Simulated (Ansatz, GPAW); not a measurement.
# A 8-layer slab of Rh(100): converging a work function, part 2 of 3

Wanted: a convergence study on the slab a 8-layer slab of Rh(100).

GPAW 26.7.0 and Ansatz 0.2.0; Ansatz plane waves; slab in vacuum with a dipole correction, relaxation (the session's first sound run).

So far, upper work function (eV): step 2 (relaxing the atoms) 5.06.

### 3. Plane waves, PBE

The work function is the vacuum plateau of the electrostatic potential less the Fermi level; a dipole layer lets the two faces have plateaus of their own.

This step: GPAW, PAW setups; slab in vacuum (GPAW 26.7.0).

run.py reads:

```python
import json
import numpy as np
from ase import Atoms
from gpaw import GPAW, PW

slab = Atoms(
    ['Rh', 'Rh', 'Rh', 'Rh', 'Rh', 'Rh', 'Rh', 'Rh'],
    positions=[
        [1.34350, 1.34350, 9.00000],
        [0.00000, 0.00000, 10.90000],
        [1.34350, 1.34350, 12.80000],
        [0.00000, 0.00000, 14.70000],
        [1.34350, 1.34350, 16.62931],
        [0.00000, 0.00000, 18.56283],
        [1.34350, 1.34350, 20.49631],
        [0.00000, 0.00000, 22.35180]],
    cell=[[2.68701, 0.0, 0.0], [0.0, 2.68701, 0.0], [0.0, 0.0, 31.3]],
    pbc=[True, True, False])

slab.calc = GPAW(mode=PW(400), xc='PBE', kpts={'size': (12, 12, 1), 'gamma': True},
                 occupations={'name': 'fermi-dirac', 'width': 0.1}, nbands='160%',
                 convergence={'density': 1e-05}, maxiter=200,
                 poissonsolver={'dipolelayer': 'xy'},
                 symmetry={'tolerance': 1e-3}, txt='slab.txt')
result = {}
energy = slab.get_potential_energy()
fermi = slab.calc.get_fermi_level()
v = slab.calc.get_electrostatic_potential().mean((0, 1)) - fermi
n = slab.calc.get_pseudo_density().mean((0, 1))
L = slab.cell[2, 2]
z = np.arange(len(v)) * L / len(v)
low, high = slab.positions[:, 2].min(), slab.positions[:, 2].max()
below, above = np.interp([low - 6.8, high + 6.8], z, v)
slopes = [np.interp(x, z, np.gradient(v, z)) for x in (low - 6.8, high + 6.8)]
eps = np.array([[slab.calc.get_eigenvalues(k, s) for k in range(len(slab.calc.get_ibz_k_points()))]
                for s in range(slab.calc.get_number_of_spins())]) - fermi
top, bottom = eps[eps < 0].max(), eps[eps > 0].min()
dipole = slab.get_dipole_moment()[2]
print(f'energy {energy:.4f} eV, Fermi level {fermi:.4f} eV, dipole {dipole:.5f} e A')
print(f'potential 6.8 A off the faces, from the Fermi level: lower {below:.4f} eV, upper {above:.4f} eV')
print(f'slope of the potential there: lower {slopes[0]:.5f}, upper {slopes[1]:.5f} eV/A')
print(f'nearest levels on the mesh: {top:.4f} and {bottom:.4f} eV')
print('magnetic moment', round(slab.get_magnetic_moment(), 3))
result.update(energy=energy, fermi=fermi, dipole=dipole, below=below, above=above, slopes=slopes, edges=[top, bottom],
              z=z.tolist(), v=v.tolist(), n=n.tolist(), positions=slab.positions.tolist(),
              forces=slab.get_forces(apply_constraint=False).tolist(), moments=slab.get_magnetic_moments().tolist())
json.dump(result, open('result.json', 'w'))
```

Started as:

```console
$ OMP_NUM_THREADS=1 OPENBLAS_NUM_THREADS=1 python run.py
```

The log of the run:

```text
energy -56.0677 eV, Fermi level 3.1753 eV, dipole -0.00044 e A
potential 6.8 A off the faces, from the Fermi level: lower 5.0294 eV, upper 5.0408 eV
slope of the potential there: lower -0.00005, upper 0.00002 eV/A
nearest levels on the mesh: -0.0017 and 0.0000 eV
magnetic moment 0.0
```

Elapsed: 16 min, on 1 thread of Intel Xeon at 2.60GHz (Ice Lake), shared host; peak memory 0.39 GiB.

This step gave:

```yaml
dipole_along_the_normal: -4.40e-4 e·Å
levels_nearest_the_fermi_level_on_the_mesh: -0.001732, 4.26e-5 eV from the Fermi level
upper_work_function: 5.041 eV
lower_work_function: 5.029 eV
```

The electrostatic potential energy of an electron (without an applied field's), less the Fermi level, planar mean oscillates, so the rows of the table below give means over windows of 1.92 Å about each position, cut where the curve ends. Its maxima inside the range that stand out by 2 % of the span (Å: eV): 9.9: -2.88, 11.8: -3.17, 13.7: -3.15, 15.7: -2.76, 17.6: -2.74, 19.5: -2.79, 21.4: -3.43. Its minima: 9.0: -21.5, 10.9: -22.1, 12.8: -22.2, 14.7: -22.2, 16.6: -22.1, 18.5: -22.0, 20.5: -22.0, 22.4: -21.8.

The electrostatic potential energy of an electron (without an applied field's), less the Fermi level, planar mean by z; means over each step:

```
z (Å)  electrostatic potential energy of an electron (without an applied field's), less the Fermi level, planar mean (eV)
 0.96                                                                                                                5.03
 2.88                                                                                                                5.03
 4.80                                                                                                                5.03
 6.72                                                                                                                4.69
 8.64                                                                                                               -9.70
10.56                                                                                                               -11.7
12.48                                                                                                               -11.8
14.40                                                                                                               -11.8
16.32                                                                                                               -11.6
18.24                                                                                                               -11.6
20.16                                                                                                               -11.7
22.08                                                                                                               -11.5
24.00                                                                                                                3.24
25.92                                                                                                                5.03
27.84                                                                                                                5.04
29.76                                                                                                                5.04
```

The pseudo valence density, planar mean oscillates, so the rows of the table below give means over windows of 1.92 Å about each position, cut where the curve ends. Its maxima inside the range that stand out by 2 % of the span (Å: e/Å³): 8.9: 2.22, 10.9: 2.25, 12.8: 2.27, 14.7: 2.27, 16.6: 2.27, 18.5: 2.26, 20.4: 2.24, 22.4: 2.26. Its minima: 10.0: 0.420, 11.9: 0.423, 13.8: 0.425, 15.8: 0.409, 17.7: 0.403, 19.6: 0.402, 21.5: 0.454.

The pseudo valence density, planar mean by z; means over each step:

z (Å), pseudo valence density, planar mean (e/Å³) and a bar:
```
     4.80       0.00 
     6.72       0.01 
     8.64       0.98 ###########################
    10.56       1.09 ##############################
    12.48       1.09 ##############################
    14.40       1.09 ##############################
    16.32       1.08 ##############################
    18.24       1.08 ##############################
    20.16       1.08 ##############################
    22.08       1.09 ##############################
    24.00       0.08 ##
    25.92       0.00 
    27.84       0.00
```

Force by atom:

```
atom  x (eV/Å)  y (eV/Å)  z (eV/Å)   size
 Rh1     0.000     0.000     0.191  0.191
 Rh2     0.000     0.000    -0.551  0.551
 Rh3     0.000     0.000    -0.048  0.048
 Rh4     0.000     0.000     0.311  0.311
 Rh5     0.000     0.000     0.009  0.009
 Rh6     0.000     0.000    -0.018  0.018
 Rh7     0.000     0.000    -0.007  0.007
 Rh8     0.000     0.000     0.106  0.106
```

The potential is flat to 4.5e-5 eV/Å where it is read, so the vacuum is wide enough. The geometry is the other program's minimum; here the largest force on a free atom is 0.11 eV/Å.

### 4. Cutoff 200

The cutoff limits how sharply the smooth valence waves can vary, which tells mostly near the atoms.

Changes to run.py since step 3:

```diff
@@ -19,3 +19,3 @@
 
-slab.calc = GPAW(mode=PW(400), xc='PBE', kpts={'size': (12, 12, 1), 'gamma': True},
+slab.calc = GPAW(mode=PW(200), xc='PBE', kpts={'size': (12, 12, 1), 'gamma': True},
                  occupations={'name': 'fermi-dirac', 'width': 0.1}, nbands='160%',
```

The log of the run:

```text
energy -51.7628 eV, Fermi level 3.2052 eV, dipole 0.00031 e A
potential 6.8 A off the faces, from the Fermi level: lower 5.0584 eV, upper 5.0851 eV
slope of the potential there: lower 0.00033, upper 0.00249 eV/A
nearest levels on the mesh: -0.0090 and 0.0053 eV
magnetic moment 0.0
```

Run time: 4.7 min. Hardware: 1 thread; peak memory 0.22 GiB.

The run finished. A setting was moved off its sound value on purpose, so it serves as a test and not as the result.

The fault put into the input: a cutoff under that of the base run: the energy of the cell lies 4.3 eV from the base value (ecut = 200).

The two runs compared:

```
                quantity  this run  sound run  difference
upper work function (eV)    5.0851     5.0408      0.0443
lower work function (eV)    5.0584     5.0294      0.0290
```

The two runs differ clearly in the upper work function: 5.09 eV against 5.04 eV.

### 5. Cutoff 300

The cutoff limits how sharply the smooth valence waves can vary, which tells mostly near the atoms.

Changes to run.py since step 4:

```diff
@@ -19,3 +19,3 @@
 
-slab.calc = GPAW(mode=PW(200), xc='PBE', kpts={'size': (12, 12, 1), 'gamma': True},
+slab.calc = GPAW(mode=PW(300), xc='PBE', kpts={'size': (12, 12, 1), 'gamma': True},
                  occupations={'name': 'fermi-dirac', 'width': 0.1}, nbands='160%',
```

The log of the run:

```text
energy -54.1244 eV, Fermi level 3.1879 eV, dipole -0.00040 e A
potential 6.8 A off the faces, from the Fermi level: lower 5.0467 eV, upper 5.0570 eV
slope of the potential there: lower -0.00032, upper 0.00023 eV/A
nearest levels on the mesh: -0.0024 and 0.0062 eV
magnetic moment 0.0
```

Wall time 9.4 min (1 thread); peak memory 0.3 GiB.

The run finished. A setting was moved off its sound value on purpose, so it serves as a test and not as the result.

The fault put into the input: a cutoff under that of the base run: the energy of the cell lies 1.9 eV from the base value (ecut = 300).

The two runs compared:

```
                quantity  this run  sound run  difference
upper work function (eV)    5.0570     5.0408      0.0161
lower work function (eV)    5.0467     5.0294      0.0173
```

### 6. Cutoff 700: ecut = 700

The cutoff limits how sharply the smooth valence waves can vary, which tells mostly near the atoms.

Changes to run.py since step 5:

```diff
@@ -19,3 +19,3 @@
 
-slab.calc = GPAW(mode=PW(300), xc='PBE', kpts={'size': (12, 12, 1), 'gamma': True},
+slab.calc = GPAW(mode=PW(700), xc='PBE', kpts={'size': (12, 12, 1), 'gamma': True},
                  occupations={'name': 'fermi-dirac', 'width': 0.1}, nbands='160%',
```

The log of the run:

```text
energy -56.3628 eV, Fermi level 3.1730 eV, dipole -0.00040 e A
potential 6.8 A off the faces, from the Fermi level: lower 5.0279 eV, upper 5.0388 eV
slope of the potential there: lower 0.00000, upper -0.00009 eV/A
nearest levels on the mesh: -0.0001 and 0.0039 eV
magnetic moment 0.0
```

It took 36 min on 1 thread; peak memory 0.73 GiB.

This step gave:

```
dipole along the normal                    : -4.03e-4 e·Å
levels nearest the Fermi level on the mesh : -1.07e-4, 0.003944 eV from the Fermi level
upper work function                        : 5.039 eV
lower work function                        : 5.028 eV
```

The electrostatic potential energy of an electron (without an applied field's), less the Fermi level, planar mean oscillates, so the rows of the table below give means over windows of 1.92 Å about each position, cut where the curve ends. Its maxima inside the range that stand out by 2 % of the span (Å: eV): 9.9: -2.81, 11.8: -3.16, 13.8: -3.16, 15.7: -2.75, 17.6: -2.71, 19.6: -2.75, 21.4: -3.39. Its minima: 9.0: -21.6, 10.9: -22.1, 12.9: -21.8, 14.8: -21.9, 16.6: -22.1, 18.6: -22.1, 20.5: -22.1, 22.3: -21.7.

The electrostatic potential energy of an electron (without an applied field's), less the Fermi level, planar mean by z; means over each step:

```
z (Å)  electrostatic potential energy of an electron (without an applied field's), less the Fermi level, planar mean (eV)
 0.96                                                                                                                5.03
 2.88                                                                                                                5.03
 4.80                                                                                                                5.03
 6.72                                                                                                                4.69
 8.64                                                                                                               -9.69
10.56                                                                                                               -11.7
12.48                                                                                                               -11.8
14.40                                                                                                               -11.8
16.32                                                                                                               -11.6
18.24                                                                                                               -11.6
20.16                                                                                                               -11.7
22.08                                                                                                               -11.5
24.00                                                                                                                3.24
25.92                                                                                                                5.03
27.84                                                                                                                5.04
29.76                                                                                                                5.04
```

The pseudo valence density, planar mean oscillates, so the rows of the table below give means over windows of 1.96 Å about each position, cut where the curve ends. Its maxima inside the range that stand out by 2 % of the span (Å: e/Å³): 9.0: 2.25, 10.9: 2.27, 12.9: 2.20, 14.7: 2.26, 16.6: 2.27, 18.6: 2.27, 20.5: 2.25, 22.3: 2.26. Its minima: 9.9: 0.417, 11.9: 0.419, 13.7: 0.419, 15.7: 0.399, 17.6: 0.396, 19.6: 0.399, 21.4: 0.448.

Pseudo valence density, planar mean against z; means over each step:

```
z (Å)  pseudo valence density, planar mean (e/Å³)
 4.90                                      1.2e-4
 6.86                                      0.0197
 8.82                                        1.01
10.78                                        1.07
12.74                                        1.07
14.70                                        1.07
16.66                                        1.07
18.62                                        1.07
20.58                                        1.08
22.54                                        1.01
24.50                                      0.0195
26.46                                      1.2e-4
```

Force by atom:

```
atom  x (eV/Å)  y (eV/Å)  z (eV/Å)   size
 Rh1     0.000     0.000     0.201  0.201
 Rh2     0.000     0.000    -0.546  0.546
 Rh3     0.000     0.000    -0.047  0.047
 Rh4     0.000     0.000     0.309  0.309
 Rh5     0.000     0.000     0.010  0.010
 Rh6     0.000     0.000    -0.015  0.015
 Rh7     0.000     0.000    -0.003  0.003
 Rh8     0.000     0.000     0.098  0.098
```

The upper face's work function is 5.039 eV, against 5.041 eV in the first plane-wave PBE run at this geometry.

### 7. K mesh 4×4

The mesh in the plane samples the bands: a metal's Fermi level needs it dense, and band edges must lie on it.

Changes to run.py since step 6:

```diff
@@ -19,3 +19,3 @@
 
-slab.calc = GPAW(mode=PW(700), xc='PBE', kpts={'size': (12, 12, 1), 'gamma': True},
+slab.calc = GPAW(mode=PW(400), xc='PBE', kpts={'size': (4, 4, 1), 'gamma': True},
                  occupations={'name': 'fermi-dirac', 'width': 0.1}, nbands='160%',
```

The log of the run:

```text
energy -57.2484 eV, Fermi level 3.1794 eV, dipole -0.00065 e A
potential 6.8 A off the faces, from the Fermi level: lower 5.0044 eV, upper 5.0212 eV
slope of the potential there: lower -0.00005, upper 0.00002 eV/A
nearest levels on the mesh: -0.0092 and 0.1041 eV
magnetic moment 0.0
```

It took 3 min on 1 thread; peak memory 0.25 GiB.

The run finished with changed settings (kpts = [4, 4]); it serves as a test.

Side by side:

```
                quantity  this run  sound run  difference
upper work function (eV)    5.0212     5.0408     -0.0196
lower work function (eV)    5.0044     5.0294     -0.0250
```

### 8. K mesh 7×7

The mesh in the plane samples the bands: a metal's Fermi level needs it dense, and band edges must lie on it.

Changes to run.py since step 7:

```diff
@@ -19,3 +19,3 @@
 
-slab.calc = GPAW(mode=PW(400), xc='PBE', kpts={'size': (4, 4, 1), 'gamma': True},
+slab.calc = GPAW(mode=PW(400), xc='PBE', kpts={'size': (7, 7, 1), 'gamma': True},
                  occupations={'name': 'fermi-dirac', 'width': 0.1}, nbands='160%',
```

The log of the run:

```text
energy -56.2718 eV, Fermi level 3.1413 eV, dipole -0.00045 e A
potential 6.8 A off the faces, from the Fermi level: lower 5.0904 eV, upper 5.1022 eV
slope of the potential there: lower -0.00008, upper -0.00001 eV/A
nearest levels on the mesh: -0.0072 and 0.0476 eV
magnetic moment 0.0
```

Elapsed: 6.6 min, on 1 thread; peak memory 0.27 GiB.

The run finished with changed settings (kpts = [7, 7]); it serves as a test.

The two runs compared:

```
                quantity  this run  sound run  difference
upper work function (eV)    5.1022     5.0408      0.0613
lower work function (eV)    5.0904     5.0294      0.0610
```

The two runs differ clearly in the upper work function: 5.10 eV against 5.04 eV.

### 9. K mesh 18×18: kpts = [18, 18]

The mesh in the plane samples the bands: a metal's Fermi level needs it dense, and band edges must lie on it.

Changes to run.py since step 8:

```diff
@@ -19,3 +19,3 @@
 
-slab.calc = GPAW(mode=PW(400), xc='PBE', kpts={'size': (7, 7, 1), 'gamma': True},
+slab.calc = GPAW(mode=PW(400), xc='PBE', kpts={'size': (18, 18, 1), 'gamma': True},
                  occupations={'name': 'fermi-dirac', 'width': 0.1}, nbands='160%',
```

The log of the run:

```text
energy -56.0772 eV, Fermi level 3.1663 eV, dipole -0.00036 e A
potential 6.8 A off the faces, from the Fermi level: lower 5.0450 eV, upper 5.0546 eV
slope of the potential there: lower -0.00008, upper -0.00002 eV/A
nearest levels on the mesh: -0.0061 and 0.0005 eV
magnetic moment 0.0
```

Elapsed: 33 min, on 1 thread; peak memory 0.58 GiB.

Numbers from this step:

```yaml
dipole_along_the_normal: -3.62e-4 e·Å
levels_nearest_the_fermi_level_on_the_mesh: -0.006066, 4.88e-4 eV from the Fermi level
upper_work_function: 5.055 eV
lower_work_function: 5.045 eV
```

The electrostatic potential energy of an electron (without an applied field's), less the Fermi level, planar mean oscillates, so the rows of the table below give means over windows of 1.92 Å about each position, cut where the curve ends. Its maxima inside the range that stand out by 2 % of the span (Å: eV): 9.9: -2.88, 11.8: -3.17, 13.7: -3.15, 15.7: -2.75, 17.6: -2.74, 19.5: -2.79, 21.4: -3.42. Its minima: 9.0: -21.5, 10.9: -22.1, 12.8: -22.2, 14.7: -22.2, 16.6: -22.1, 18.5: -22.0, 20.5: -22.0, 22.4: -21.7.

Table of electrostatic potential energy of an electron (without an applied field's), less the Fermi level, planar mean by z; means over each step:

z (Å), electrostatic potential energy of an electron (without an applied field's), less the Fermi level, planar mean (eV) and a bar from the least value:
```
     0.96        5.0 ##############################
     2.88        5.0 ##############################
     4.80        5.0 ##############################
     6.72        4.7 #############################
     8.64       -9.7 ####
    10.56      -11.7 
    12.48      -11.8 
    14.40      -11.8 
    16.32      -11.6 
    18.24      -11.6 
    20.16      -11.7 
    22.08      -11.5 #
    24.00        3.2 ###########################
    25.92        5.0 ##############################
    27.84        5.1 ##############################
    29.76        5.1 ##############################
```

The upper face's work function is 5.055 eV, against 5.041 eV in the first plane-wave PBE run at this geometry.

(Part 2 of 3 ends here.)

[Logs are printed without paths, hosts, clocks, repeated set-up lines and the standing remarks that a program may print on its own settings, such as how far it seeks lower states.]

[Hosts, paths, dates, database ids (printed as entryN), source tags and the programs' standing remarks are cut or masked in the printed files.]
